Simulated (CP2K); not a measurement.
Consider trifluoromethylacetaldehyde at its PBE geometry (Å).

```xyz
10

O     2.3930    0.1714   -0.5767
C     1.3904    0.3351    0.0889
C     0.1956   -0.5938   -0.0028
C    -1.1125    0.1580   -0.0770
F    -2.1640   -0.7146   -0.1267
F    -1.2782    0.9675    1.0233
F    -1.1872    0.9659   -1.1855
H     1.3081    1.1734    0.8195
H     0.2970   -1.2526   -0.8725
H     0.1577   -1.2103    0.9094
```

Method: CP2K XAS_TDP, all-electron GAPW, PBEh(45%), aug-cc-pVDZ, TDA, no relativity.

Question: Where do the C K-edge lines lie, and how strong are they?

Leading lines: C2 281.64 eV, C3 285.00 eV and C4 289.86 eV. The leading line of an atom is its first one with 35 % of the strongest within 2.5 eV of its lowest line over the strength cut. 

The first six lines of each atom with a strength over 0.0015:

```tsv
atom	energy (eV)	states	strength, one atom
C2 (bonded to C, O and H)	281.64	1	0.0685
	287.20	1	0.0147
	287.87	1	0.0025
	288.59	1	0.0041
	288.95	1	0.0121
	289.29	1	0.0113
C3 (bonded to 2 C and 2 H)	285.00	1	0.0176
	285.49	1	0.0258
	286.15	1	0.0120
	286.62	1	0.0025
	286.82	1	0.0065
	287.03	1	0.0027
C4 (bonded to C and 3 F)	289.86	1	0.0614
	290.08	1	0.0878
	290.67	1	0.0440
	291.70	1	0.0238
	292.44	1	0.0217
	293.07	1	0.0053
```

Lines are vertical, at one geometry, with no vibrational structure. Without a correction of the core level, line positions, and the gaps between valence and Rydberg lines, follow the share of exact exchange. At this level such K lines come out 3 to 6 eV under measured ones. These values hold no scalar relativity, about 0.1 eV for C 1s. Rydberg lines, and the discretised continuum above threshold, depend on the basis and the box.

[Banner, clock and machine lines of the logs are left out without a mark of their own.]

[Logs are printed without paths, hosts, clocks, repeated set-up lines and the standing remarks that a program may print on its own settings, such as how far it seeks lower states.]

[Hosts, paths, dates, database ids (printed as entryN), source tags and the programs' standing remarks are cut or masked in the printed files.]
